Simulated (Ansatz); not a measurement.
An input for Ansatz 0.2.0 (SrIBr (Pnma)):

```yaml
crystal:
  lattice:
    - [8.169106, 0.0, 0.0]
    - [0.0, 5.131914, 0.0]
    - [0.0, 0.0, 11.030852]
  atoms:
    - { symbol: Sr, position: [0.280131, 0.75, 0.4211] }
    - { symbol: Sr, position: [0.780131, 0.75, 0.0789] }
    - { symbol: Sr, position: [0.719869, 0.25, 0.5789] }
    - { symbol: Sr, position: [0.219869, 0.25, 0.9211] }
    - { symbol: I, position: [0.36716, 0.75, 0.109521] }
    - { symbol: I, position: [0.86716, 0.75, 0.390479] }
    - { symbol: I, position: [0.63284, 0.25, 0.890479] }
    - { symbol: I, position: [0.13284, 0.25, 0.609521] }
    - { symbol: Br, position: [0.517796, 0.75, 0.63716] }
    - { symbol: Br, position: [0.017796, 0.75, 0.86284] }
    - { symbol: Br, position: [0.482204, 0.25, 0.36284] }
    - { symbol: Br, position: [0.982204, 0.25, 0.13716] }
kpoints:
  mp_grid: { grid: [2, 2, 2] }
  band_path:
    path:
      - [0.0, 0.0, 0.0]
      - [0.5, 0.0, 0.0]
      - [0.5, 0.5, 0.0]
      - [0.0, 0.5, 0.0]
      - [0.0, 0.0, 0.5]
      - [0.5, 0.0, 0.5]
      - [0.5, 0.5, 0.5]
      - [0.0, 0.5, 0.5]
      - [0.0, 0.2, 0.5]
    npoints: 1
hamiltonian:
  xc: hse06
scf:
  occupations: { method: fixed }
  n_extra_bands: 16
magnetization:
  noncollinear: true
  spin_orbit: true
output:
  eigenvalues: true
```

```sh
ansatz run input.yaml --threads 3 --pin off --max-ram 92160MiB --backend cuda --events-out ev --progress --plain --runs-dir out --devices 1 --max-vram 13GiB
```

Estimate wall time and host memory on 1 × NVIDIA H100 80GB HBM3 (shared by 6 runs) with 3 threads of AMD EPYC 7R13 (Zen 3), shared host.

It took 3.9 min; on shared hardware allow 2 min to 7.8 min. Peak host memory was 3.2 GiB. The sizes that set the cost: 9039 plane waves a state, 8 irreducible k points and 14 SCF cycles.

Exact exchange couples every pair of k points and filled bands, so it costs far more than a semilocal run.

[Paths, hosts, dates, memory and timing lines, banners, echoed tables and standing remarks are left out of the program output.]

[Logs are printed without paths, hosts, clocks, repeated set-up lines and the standing remarks that a program may print on its own settings, such as how far it seeks lower states.]

[Runs of the session that timed out or met a known fault of the program may be left out.]

[Cells called generated may have been cut or substituted from an entry of the Crystallography Open Database or the Materials Project.]

[Hosts, paths, dates, database ids (printed as entryN), source tags and the programs' standing remarks are cut or masked in the printed files.]
